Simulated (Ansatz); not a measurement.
## VCdNi4, from a guessed structure to a relaxed one

This structure for VCdNi4 is made up. Its elements were placed in a known structure type with a cell scaled to their sizes. What cell does the guess relax to, and how far off was it?

Calculated with Ansatz 0.2.0; DFT, PBEsol, plane-wave PAW, files of the set soft_1, scalar-relativistic, ferromagnetic start, cell and ions relaxed at zero pressure; PAW set soft_1, in the first sound run; inputs show where later runs differ.

## (1) The structure

The structure is cubic, space group F-43m (No. 216). Conventional cell: a = 6.738 Å, b = 6.738 Å, c = 6.738 Å, α = 90.00°, β = 90.00°, γ = 90.00°. Nearest to Cd lie 12 Ni at 2.80 Å and 4 V at 2.92 Å. Nearest to Ni lie 6 Ni at 2.35 to 2.41 Å and 3 V at 2.79 Å and 3 Cd at 2.80 Å. Nearest to V lie 12 Ni at 2.79 Å and 4 Cd at 2.92 Å. Farther neighbours are not listed.

## (2) Relaxation of the guess

The guessed cell has no reason to be at equilibrium. It is relaxed with the atoms, within the space group of the guess.

The input, input.yaml:

```yaml
crystal:
  lattice:
    - [0.0, 3.369, 3.369]
    - [3.369, 0.0, 3.369]
    - [3.369, 3.369, 0.0]
  atoms:
    - { symbol: Cd, position: [0.25, 0.25, 0.25] }
    - { symbol: Ni, position: [0.8735, 0.3795, 0.8735], spin: 1.0 }
    - { symbol: Ni, position: [0.8735, 0.8735, 0.3795], spin: 1.0 }
    - { symbol: Ni, position: [0.8735, 0.8735, 0.8735], spin: 1.0 }
    - { symbol: Ni, position: [0.3795, 0.8735, 0.8735], spin: 1.0 }
    - { symbol: V, position: [0.5, 0.5, 0.5], spin: 2.0 }
magnetization:
  spin_polarized: true
kpoints:
  mp_grid: { grid: [7, 7, 7] }
scf:
  occupations: { method: fermi_dirac, width: 0.05 }
hamiltonian:
  xc: pbesol
  pseudopotentials: { kind: paw, azcp: { folder: soft_1 }, xc_functional: pbe }
relax:
  f_tol: 0.015
  max_steps: 70
  cell: {}
output:
  forces: true
  stress: true
```

On the command line:

```bash
$ ansatz run input.yaml --threads 4 --pin off --max-ram 10240MiB --backend cpu --events-out ev --progress --plain --runs-dir out
```

Numbers of over 12 decimals in the logs are rounded to 6 here.

The program printed:

```text
Engine: ansatz 0.2.0, x86_64-unknown-linux-gnu
Pseudopotentials: kind: paw
Pseudopotential: Cd, paw, valence charge 20, recommended cutoff 420 eV (normal), soft_1/Cd.paw.azcp
Pseudopotential: Ni, paw, valence charge 18, recommended cutoff 420 eV (normal), soft_1/Ni.paw.azcp
Pseudopotential: V, paw, valence charge 13, recommended cutoff 420 eV (normal), soft_1/V.paw.azcp
Functional definition: PBEsol
  exchange = pbesol_x
  correlation = pbesol_c
Crystal: 6 atoms, lattice volume = 76.477 Å³
Basis set: ecut = 420 eV, 1459 PW (Γ), exchange–correlation on 64×64×64 points (8 copies of the dense FFT grid, shifted against one another)
Bands: 67, of which v1, the nominal top of the filled ones, is band 53 counted from 1 (52 counted from 0)
Symmetry: 24 space group operations
Space group: F-43m (ITA 216), of the structure as read, at distance tolerance 4.2e-5 Å
Magnetic group: BNS 216.74 (UNI 1576), of the structure as read, at distance tolerance 4.2e-5 Å
k-points: 20 of 343 (time reversal used)
Non-local potential: Cd, projectors of the file, l = 0: 3, l = 1: 2, l = 2: 2, l = 3: 1
Non-local potential: Ni, projectors of the file, l = 0: 3, l = 1: 2, l = 2: 3, l = 3: 1
Non-local potential: V, projectors of the file, l = 0: 3, l = 1: 2, l = 2: 3, l = 3: 1
PAW form: soft (Blöchl's): semilocal exchange-correlation on the pseudo side does not see the compensation charge
PAW frozen core: Cd, regenerated for the run's functional, and the local potential with it (the file was generated under x = pbe(κ = 0.804, μ = 0.219515), c = pbe(β = 0.066725))
PAW frozen core: Ni, regenerated for the run's functional, and the local potential with it (the file was generated under x = pbe(κ = 0.804, μ = 0.219515), c = pbe(β = 0.066725))
PAW frozen core: V, regenerated for the run's functional, and the local potential with it (the file was generated under x = pbe(κ = 0.804, μ = 0.219515), c = pbe(β = 0.066725))
PAW one-centre angular grid: Cd, 590 points (default); XC on 64 Gauss nodes
PAW one-centre angular grid: Ni, 590 points (default); XC on 64 Gauss nodes
PAW one-centre angular grid: V, 590 points (default); XC on 64 Gauss nodes
Initial density: superposition of atomic densities (chi_scale 0.1, normalization cell)
Starting moments: Σ|m| = 6 μB on 5 of 6 sites
Initial wavefunctions: pseudopotential atomic-orbital guess
Functional: x = pbesol(κ = 0.804, μ = 0.123457), c = pbesol(β = 0.046)
SCF iter   1: F=—  HF=-34286.236034 eV  |F-HF|=—  |Δ(HF+E_count)|=         —  Δρ=5.70e-2 (↑5.70e-2 ↓3.51e-2)  dr2=5.80e0  dr2_m=4.69e-1  M=4.221 μB ∫|m|=4.426 μB  β_m=0.30  ethr=3.10e-3  ⟨swp⟩=5.5  Hψ=8421  notcnv=0  defer=19
Mixer restart at iter 1: flushing history
preconditioner: auto → Kerker (q_TF=auto, 2.876 Å⁻¹)  [metal: Δε(μ)=0.005 eV  Ē_g=8.223 eV  σ=0.050 eV  W_gap=0.02  n_scr=26 (ndim 8)  ℏωp=32.1 eV  f_vac=0.000  D(μ)=11.52/eV (n_scr^D=168)]
spin=Collinear: Kerker preconditioning applied to the charge; magnetization (m = ρ↑ − ρ↓) channel mixes plain (no charge-response kernel on spin).
SCF iter   2: F=—  HF=-34286.172902 eV  |F-HF|=—  |Δ(HF+E_count)|=   6.31e-2  Δρ=3.46e-2 (↑3.20e-2 ↓3.46e-2)  dr2=3.69e0  dr2_m=4.23e-1  M=3.889 μB ∫|m|=4.110 μB  β_m=0.49  ethr=3.10e-3  ⟨swp⟩=2.0  Hψ=3431  notcnv=0  defer=204
SCF iter   3: F=—  HF=-34288.074716 eV  |F-HF|=—  |Δ(HF+E_count)|=    1.90e0  Δρ=3.16e-2 (↑2.06e-2 ↓3.16e-2)  dr2=1.89e0  dr2_m=3.51e-1  M=3.470 μB ∫|m|=3.709 μB  β_m=0.56  ethr=3.10e-3  ⟨swp⟩=2.3  Hψ=3325  notcnv=0  defer=205
SCF iter   4: F=—  HF=-34289.260940 eV  |F-HF|=—  |Δ(HF+E_count)|=    1.19e0  Δρ=3.69e-2 (↑9.92e-3 ↓3.69e-2)  dr2=1.55e0  dr2_m=2.45e-1  M=2.753 μB ∫|m|=3.011 μB  β_m=0.22  ethr=1.80e-3  ⟨swp⟩=2.0  Hψ=3444  notcnv=0  defer=201
SCF iter   5: F=—  HF=-34289.288425 eV  |F-HF|=—  |Δ(HF+E_count)|=   2.75e-2  Δρ=2.13e-2 (↑2.13e-2 ↓9.52e-3)  dr2=2.31e-1  dr2_m=1.25e-1  M=2.494 μB ∫|m|=2.734 μB  β_m=0.62  ethr=1.48e-3  ⟨swp⟩=2.8  Hψ=4332  notcnv=0  defer=175
SCF iter   6: F=—  HF=-34289.317846 eV  |F-HF|=—  |Δ(HF+E_count)|=         —  Δρ=3.78e-2 (↑3.78e-2 ↓1.21e-2)  dr2=4.27e-1  dr2_m=4.09e-1  M=1.158 μB ∫|m|=1.379 μB  β_m=0.62  ethr=2.20e-4  ⟨swp⟩=3.0  Hψ=4708  notcnv=0  defer=176
Mixer restart at iter 6: flushing history
SCF iter   7: F=—  HF=-34289.390915 eV  |F-HF|=—  |Δ(HF+E_count)|=   7.31e-2  Δρ=2.12e-2 (↑8.54e-3 ↓2.12e-2)  dr2=7.94e-2  dr2_m=1.35e-1  M=1.005 μB ∫|m|=1.180 μB  β_m=0.71  ethr=2.20e-4  ⟨swp⟩=3.1  Hψ=5948  notcnv=0  defer=169
SCF iter   8: F=—  HF=-34289.408675 eV  |F-HF|=—  |Δ(HF+E_count)|=   1.78e-2  Δρ=2.35e-2 (↑2.35e-2 ↓6.49e-3)  dr2=4.02e-1  dr2_m=6.00e-2  M=0.858 μB ∫|m|=1.034 μB  β_m=0.68  ethr=7.56e-5  ⟨swp⟩=3.0  Hψ=5542  notcnv=0  defer=169
SCF iter   9: F=—  HF=-34289.329305 eV  |F-HF|=—  |Δ(HF+E_count)|=   7.94e-2  Δρ=3.57e-3 (↑3.57e-3 ↓3.02e-3)  dr2=1.85e-2  dr2_m=7.29e-4  M=0.725 μB ∫|m|=0.993 μB  β_m=0.84  ethr=7.56e-5  ⟨swp⟩=2.9  Hψ=5769  notcnv=0  defer=168
SCF iter  10: F=—  HF=-34289.334201 eV  |F-HF|=—  |Δ(HF+E_count)|=   4.90e-3  Δρ=2.40e-3 (↑2.22e-3 ↓2.40e-3)  dr2=1.14e-2  dr2_m=3.30e-5  M=0.729 μB ∫|m|=0.979 μB  β_m=0.80  ethr=1.76e-5  ⟨swp⟩=2.0  Hψ=2971  notcnv=0  defer=168
SCF iter  11: F=—  HF=-34289.332234 eV  |F-HF|=—  |Δ(HF+E_count)|=   1.97e-3  Δρ=2.19e-4 (↑2.19e-4 ↓1.93e-4)  dr2=7.52e-5  dr2_m=1.24e-6  M=0.724 μB ∫|m|=0.991 μB  β_m=0.77  ethr=1.08e-5  ⟨swp⟩=2.0  Hψ=3760  notcnv=0  defer=168
SCF iter  12: F=—  HF=-34289.332333 eV  |F-HF|=—  |Δ(HF+E_count)|=   9.90e-5  Δρ=1.15e-4 (↑1.02e-4 ↓1.15e-4)  dr2=3.76e-5  dr2_m=4.76e-7  M=0.725 μB ∫|m|=0.992 μB  β_m=0.88  ethr=7.16e-8  ⟨swp⟩=2.0  Hψ=4576  notcnv=0  defer=168
SCF iter  13: F=—  HF=-34289.332350 eV  |F-HF|=—  |Δ(HF+E_count)|=   1.67e-5  Δρ=4.35e-5 (↑4.33e-5 ↓4.35e-5)  dr2=9.72e-6  dr2_m=5.98e-8  M=0.725 μB ∫|m|=0.991 μB  β_m=0.94  ethr=3.58e-8  ⟨swp⟩=2.0  Hψ=3926  notcnv=0  defer=168
SCF iter  14: F=—  HF=-34289.332349 eV  |F-HF|=—  |Δ(HF+E_count)|=   1.22e-6  Δρ=6.82e-5 (↑6.82e-5 ↓2.65e-5)  dr2=1.66e-6  dr2_m=1.51e-6  M=0.724 μB ∫|m|=0.990 μB  β_m=0.92  ethr=9.25e-9  ⟨swp⟩=2.1  Hψ=4535  notcnv=0  defer=168
SCF iter  15: F=—  HF=-34289.332349 eV  |F-HF|=—  |Δ(HF+E_count)|=   2.47e-7  Δρ=2.87e-5 (↑2.87e-5 ↓2.62e-5)  dr2=3.59e-7  dr2_m=3.85e-7  M=0.724 μB ∫|m|=0.989 μB  β_m=0.96  ethr=1.58e-9  ⟨swp⟩=2.0  Hψ=4291  notcnv=0  defer=168
SCF iter  16: F=—  HF=-34289.332349 eV  |F-HF|=—  |Δ(HF+E_count)|=   1.14e-7  Δρ=4.47e-5 (↑4.47e-5 ↓1.46e-5)  dr2=9.71e-7  dr2_m=5.87e-7  M=0.723 μB ∫|m|=0.988 μB  β_m=0.98  ethr=3.42e-10  ⟨swp⟩=2.0  Hψ=4555  notcnv=0  defer=168
[...]
SCF iter   5: F=—  HF=-34289.450866 eV  |F-HF|=—  |Δ(HF+E_count)|=   9.22e-7  Δρ=1.62e-5 (↑1.62e-5 ↓1.59e-5)  dr2=4.94e-7  dr2_m=1.12e-9  M=-0.006 μB ∫|m|=0.006 μB  β_m=0.77  ethr=3.64e-10  ⟨swp⟩=1.0  Hψ=2700  notcnv=0
SCF iter   6: F=—  HF=-34289.450867 eV  |F-HF|=—  |Δ(HF+E_count)|=   8.37e-7  Δρ=1.34e-5 (↑1.34e-5 ↓1.33e-5)  dr2=3.75e-7  dr2_m=1.03e-9  M=-0.006 μB ∫|m|=0.006 μB  β_m=0.88  ethr=3.64e-10  ⟨swp⟩=2.0  Hψ=3484  notcnv=0
SCF iter   7: F=—  HF=-34289.450868 eV  |F-HF|=—  |Δ(HF+E_count)|=   5.19e-7  Δρ=4.20e-6 (↑4.15e-6 ↓4.20e-6)  dr2=3.33e-8  dr2_m=1.14e-9  M=-0.006 μB ∫|m|=0.006 μB  β_m=0.94  ethr=3.57e-10  ⟨swp⟩=2.0  Hψ=3667  notcnv=0
SCF iter   8: F=—  HF=-34289.450868 eV  |F-HF|=—  |Δ(HF+E_count)|=   1.57e-8  Δρ=2.56e-6 (↑2.56e-6 ↓1.88e-6)  dr2=1.09e-9  dr2_m=3.11e-9  M=-0.005 μB ∫|m|=0.006 μB  β_m=0.97  ethr=3.17e-11  ⟨swp⟩=2.2  Hψ=4619  notcnv=0
SCF iter   9: F=—  HF=-34289.450868 eV  |F-HF|=—  |Δ(HF+E_count)|=   5.10e-9  Δρ=3.10e-6 (↑3.10e-6 ↓3.01e-6)  dr2=1.07e-8  dr2_m=2.86e-9  M=-0.005 μB ∫|m|=0.006 μB  β_m=0.97  ethr=1.04e-12  ⟨swp⟩=2.0  Hψ=4932  notcnv=0
SCF iter  10: F=—  HF=-34289.450868 eV  |F-HF|=—  |Δ(HF+E_count)|=   9.16e-9  Δρ=2.61e-6 (↑2.61e-6 ↓1.66e-6)  dr2=1.63e-9  dr2_m=2.64e-9  M=-0.005 μB ∫|m|=0.006 μB  β_m=0.99  ethr=1.04e-12  ⟨swp⟩=2.2  Hψ=4972  notcnv=0
SCF iter  11: F=—  HF=-34289.450868 eV  |F-HF|=—  |Δ(HF+E_count)|=   8.27e-9  Δρ=3.64e-6 (↑2.27e-6 ↓3.64e-6)  dr2=1.87e-8  dr2_m=1.99e-9  M=-0.004 μB ∫|m|=0.005 μB  β_m=0.99  ethr=1.04e-12  ⟨swp⟩=3.0  Hψ=5734  notcnv=0  recentre
SCF iter  12: F=—  HF=-34289.450868 eV  |F-HF|=—  |Δ(HF+E_count)|=   9.36e-9  Δρ=4.36e-6 (↑3.68e-6 ↓4.36e-6)  dr2=2.89e-8  dr2_m=2.40e-9  M=-0.005 μB ∫|m|=0.005 μB  β_m=1.00  ethr=1.04e-12  ⟨swp⟩=2.3  Hψ=4724  notcnv=0
SCF iter  13: F=—  HF=-34289.450868 eV  |F-HF|=—  |Δ(HF+E_count)|=   6.98e-9  Δρ=5.15e-6 (↑4.29e-6 ↓5.15e-6)  dr2=4.01e-8  dr2_m=2.76e-9  M=-0.005 μB ∫|m|=0.005 μB  β_m=1.00  ethr=1.04e-12  ⟨swp⟩=1.6  Hψ=3097  notcnv=0
SCF iter  14: F=—  HF=-34289.450868 eV  |F-HF|=—  |Δ(HF+E_count)|=   1.29e-9  Δρ=5.48e-6 (↑4.87e-6 ↓5.48e-6)  dr2=6.62e-8  dr2_m=5.22e-10  M=-0.004 μB ∫|m|=0.004 μB  β_m=1.00  ethr=1.04e-12  ⟨swp⟩=2.5  Hψ=5177  notcnv=0
SCF iter  15: F=—  HF=-34289.450868 eV  |F-HF|=—  |Δ(HF+E_count)|=  7.20e-10  Δρ=2.95e-6 (↑1.77e-6 ↓2.95e-6)  dr2=1.89e-8  dr2_m=5.14e-10  M=-0.004 μB ∫|m|=0.004 μB  β_m=1.00  ethr=1.04e-12  ⟨swp⟩=2.8  Hψ=5284  notcnv=0
SCF iter  16: F=—  HF=-34289.450868 eV  |F-HF|=—  |Δ(HF+E_count)|=   2.75e-9  Δρ=1.81e-6 (↑1.81e-6 ↓1.65e-6)  dr2=2.57e-10  dr2_m=1.92e-9  M=-0.004 μB ∫|m|=0.004 μB  β_m=0.29  ethr=1.04e-12  ⟨swp⟩=2.6  Hψ=5438  notcnv=0
SCF iter  17: F=—  HF=-34289.450868 eV  |F-HF|=—  |Δ(HF+E_count)|=  9.39e-10  Δρ=1.54e-6 (↑1.54e-6 ↓1.05e-6)  dr2=2.56e-10  dr2_m=1.05e-9  M=-0.003 μB ∫|m|=0.004 μB  β_m=1.00  ethr=1.00e-12  ⟨swp⟩=2.8  Hψ=5227  notcnv=0
SCF iter  18: F=—  HF=-34289.450868 eV  |F-HF|=—  |Δ(HF+E_count)|=  7.86e-10  Δρ=1.46e-6 (↑1.46e-6 ↓1.17e-6)  dr2=7.17e-9  dr2_m=1.71e-11  M=-0.001 μB ∫|m|=0.001 μB  β_m=1.00  ethr=1.00e-12  ⟨swp⟩=3.0  Hψ=5824  notcnv=0  recentre
SCF iter  19: F=—  HF=-34289.450868 eV  |F-HF|=—  |Δ(HF+E_count)|=   9.31e-9  Δρ=6.41e-7 (↑6.41e-7 ↓5.34e-7)  dr2=1.61e-11  dr2_m=2.27e-10  M=-0.001 μB ∫|m|=0.002 μB  β_m=1.00  ethr=1.00e-12  ⟨swp⟩=2.5  Hψ=5314  notcnv=0
SCF iter  20: F=—  HF=-34289.450868 eV  |F-HF|=—  |Δ(HF+E_count)|=   1.08e-9  Δρ=1.99e-7 (↑1.99e-7 ↓1.54e-7)  dr2=1.04e-11  dr2_m=1.76e-11  M=-0.000 μB ∫|m|=0.000 μB  β_m=1.00  ethr=1.00e-12  ⟨swp⟩=3.0  Hψ=5601  notcnv=0
SCF iter  21: F=—  HF=-34289.450868 eV  |F-HF|=—  |Δ(HF+E_count)|=  7.28e-11  Δρ=6.53e-8 (↑4.96e-8 ↓6.53e-8)  dr2=4.67e-12  dr2_m=1.01e-12  M=-0.000 μB ∫|m|=0.000 μB  β_m=0.92  ethr=1.00e-12  ⟨swp⟩=2.0  Hψ=4224  notcnv=0
SCF iter  22: F=-34289.450868 eV  HF=-34289.450868 eV  |F-HF|=0.00e0  |Δ(HF+E_count)|=  1.46e-11  Δρ=1.95e-8 (↑1.95e-8 ↓1.94e-8)  dr2=1.10e-12  dr2_m=5.93e-16  M=0.000 μB ∫|m|=0.000 μB  ethr=1.00e-12  ⟨swp⟩=2.8  Hψ=9101  notcnv=0
the starting moments were not kept: the SCF closed with an absolute magnetisation of 8.1e-6 μB, where they sum to 6 μB in size (5 sites). That is at most 0.1 of that sum. Measured as dr2_m measures the in/out step, that magnetisation stands 3.7e-11 eV from none, at or under the dr2_threshold of 6.0e-11 eV: it is no larger than a step whose dr2_m would equal this threshold.
SCF 5 converged in 22 iterations: F = -34289.450868 eV  dr2 = 1.10e-12
relax step   5: F+E_penalty+E_count = -34289.45086755 eV  Δ(F+E_penalty+E_count) = +1.906e-3 eV  max|allowed force component| = 1.227e-3 eV/Å  Δτ_max = 0.0000 Å  P = -0.016 GPa  Ω = 72.610 Å³  stress off target by 1.56e-2 GPa  SCF on the basis re-selected at this cell (its energy is not comparable with the rows above)  (22 SCF iters)
basis re-selected at this cell: Δ(F+E_penalty+E_count) = +1.906e-3 eV, ΔP = +0.009 GPa vs the last step (what re-selecting the basis moved, of the pressure what is left beyond the Pulay correction that the steps carried, after the strain that the cell walked since its last selection, with what the two solves' SCF thresholds leave and, on support functions, any second-order correction that the steps lacked; it is no m [...]
SCF converged after 22 iterations
Magnetization: 0.0000 μB (52.5000 up, 52.5000 down)
Absolute magnetization: 0.0000 μB (∫|ρ↑−ρ↓|, with the PAW one-centre terms)
Spin contamination: 0.0000 ħ² per cell (⟨S²⟩ above its minimum at these occupations)
Per-site moments (μB) at R_I (Å): [(5.4841234362790163e-8, 1.132881), (-3.3761424419772604e-8, 0.962539), (-3.376142441240468e-8, 0.962539), (-3.3761424748064496e-8, 0.962539), (-3.376142450991161e-8, 0.962539), (6.6834713722491416e-6, 1.132181)]
Free energy (F): -34289.450868 eV
Harris-Foulkes:  -34289.450868 eV  (|F-HF|=0.00e0)
Internal energy: -34289.391533 eV  (E = F + TS)
E sigma→0 (E₀):  -34289.421200 eV
Entropy (-TS):   -0.059334 eV (-9.889 meV/atom)
Fermi energy:    18.486271 eV
--- Per-component energies (eV) ---
  E_band       = -1567.624396
  E_kinetic    = 2101.996636
  E_local      = -15222.759056  (includes V_loc(G=0)·N_el)
  E_nonlocal   = -258.583819
  E_hartree    = 7944.134136
  E_xc         = -722.563969
  E_vxc        = -927.845925  (∫ρ·V_xc dr)
  E_paw        = -11612.175559  (= ΣΔE_a)
  E_vpaw       = -3148.705546  (= ΣTr[D̂ρ^β])
  E_aug_tail   = 0.005166  (compensation charges beyond the density's cutoff)
  E_ewald      = -16520.725864
  E_core_change = 1.280797  (= ΣΔE_core)
  E_smearing   = -0.059334  (= −TS)
  E_closure    = 0.000000  (closes the sum)
  Σ components = -34289.450868   (vs F -34289.450868, Δ=0.00e0)
--- Forces (eV/Å), atoms counted from 1 ---
  atom   1  Cd    -0.00000000     0.00000000     0.00000000
  atom   2  Ni    -0.00122679     0.00122679    -0.00122679
  atom   3  Ni    -0.00122679    -0.00122679     0.00122679
  atom   4  Ni     0.00122679     0.00122679     0.00122679
  atom   5  Ni     0.00122679    -0.00122679    -0.00122679
  atom   6  V     -0.00000000     0.00000000     0.00000000
  max |Σ_I F_I| component: 3.92e-17 eV/Å
--- Stress (GPa, compression-positive) ---
       -0.015628       0.000000       0.000000
        0.000000      -0.015628      -0.000000
        0.000000      -0.000000      -0.015628
  P = ⅓ Tr σ = -0.0156 GPa (-0.156 kbar)
--- Relaxed structure (4 steps of the walk, 4 accepted, 1 SCFs on fresh bases) ---
  F+E_penalty+E_count = -34289.45086755 eV   max|allowed force component| = 1.227e-3 eV/Å   (the final SCF, on the basis selected at the relaxed cell)
  cell:  # Å, volume = 72.6101 Å³
    - [0, 3.311228, 3.311228]
    - [3.311228, 0, 3.311228]
    - [3.311228, 3.311228, 0]
  atoms:
    - { symbol: Cd, position: [0.25, 0.25, 0.25] }
    - { symbol: Ni, position: [0.874575, 0.376275, 0.874575] }
    - { symbol: Ni, position: [0.874575, 0.874575, 0.376275] }
    - { symbol: Ni, position: [0.874575, 0.874575, 0.874575] }
    - { symbol: Ni, position: [0.376275, 0.874575, 0.874575] }
    - { symbol: V, position: [0.5, 0.5, 0.5] }
```

Elapsed: 34 s, on 4 threads of Intel Xeon Platinum 8488C (Sapphire Rapids), shared host; peak memory 0.59 GiB; 2.1 min of CPU time.

Step by step:

| step | energy less that of the first step (eV) | largest force component (eV/Å) | pressure (GPa) | volume (Å³) |
| --- | --- | --- | --- | --- |
| 1 | 0.0000 | 0.2183 | -8.45 | 76.48 |
| 2 | -0.1090 | 0.1202 | -2.55 | 73.64 |
| 3 | -0.1203 | 0.0011 | 0.44 | 72.44 |
| 4 | -0.1204 | 0.0012 | -0.02 | 72.61 |
| 5* | -0.1185 | 0.0012 | -0.02 | 72.61 |

Relaxation steps marked * repeat the geometry before them on a plane-wave basis chosen anew for their cell, so energy and pressure can jump there.

The run keeps the 24 symmetry operations that it works with, so distortions that break them were not tested.

| conventional cell, symmetrised | before | after | change |
| --- | --- | --- | --- |
| a (Å) | 6.738 | 6.622 | -1.7 % |
| b (Å) | 6.738 | 6.622 | -1.7 % |
| c (Å) | 6.738 | 6.622 | -1.7 % |
| volume (Å³/atom) | 12.75 | 12.10 | -5.1 % |

The atoms that moved most (Å, as changes of fractional coordinates times the final cell):

| atom | dx | dy | dz | length |
| --- | --- | --- | --- | --- |
| Ni3 | -0.007 | -0.007 | 0.007 | 0.012 |
| Ni2 | -0.007 | 0.007 | -0.007 | 0.012 |
| Ni5 | 0.007 | -0.007 | -0.007 | 0.012 |
| Ni4 | 0.007 | 0.007 | 0.007 | 0.012 |

The relaxed structure:

```cif
data_structure
_symmetry_space_group_name_H-M 'P 1'
_symmetry_Int_Tables_number 1
_cell_length_a 4.6828
_cell_length_b 4.6828
_cell_length_c 4.6828
_cell_angle_alpha 60.000
_cell_angle_beta 60.000
_cell_angle_gamma 60.000
_cell_volume 72.61
loop_
_atom_site_label
_atom_site_type_symbol
_atom_site_fract_x
_atom_site_fract_y
_atom_site_fract_z
_atom_site_occupancy
Cd1 Cd 0.25000 0.25000 0.25000 1
Ni2 Ni 0.87457 0.37628 0.87457 1
Ni3 Ni 0.87457 0.87457 0.37628 1
Ni4 Ni 0.87457 0.87457 0.87457 1
Ni5 Ni 0.37628 0.87457 0.87457 1
V6 V 0.50000 0.50000 0.50000 1
```

This step gave:

```
free energy             : -34289.4509 eV
energy at zero smearing : -34289.4212 eV
smearing term TS        : 0.05933 eV
Fermi energy            : 18.49 eV
electrons               : 105
symmetry operations     : 24
pressure                : -0.01563 GPa
```

The shortest distance of each pair, which need not be the same contact before and after:

| pair | guess (Å) | relaxed (Å) |
| --- | --- | --- |
| Ni–Ni | 2.354 | 2.333 |
| Ni–V | 2.790 | 2.745 |
| Cd–Ni | 2.797 | 2.746 |
| Cd–V | 2.918 | 2.868 |
| Cd–Cd | 4.764 | 4.683 |

The relaxation ends with a largest force component of 0.0012 eV/Å and a pressure of -0.02 GPa. The starting moments have collapsed: the run ends non-magnetic.

[end of part 1 of 2]

[Logs are printed without paths, hosts, clocks, repeated set-up lines and the standing remarks that a program may print on its own settings, such as how far it seeks lower states.]

[Hosts, paths, dates, database ids (printed as entryN), source tags and the programs' standing remarks are cut or masked in the printed files.]
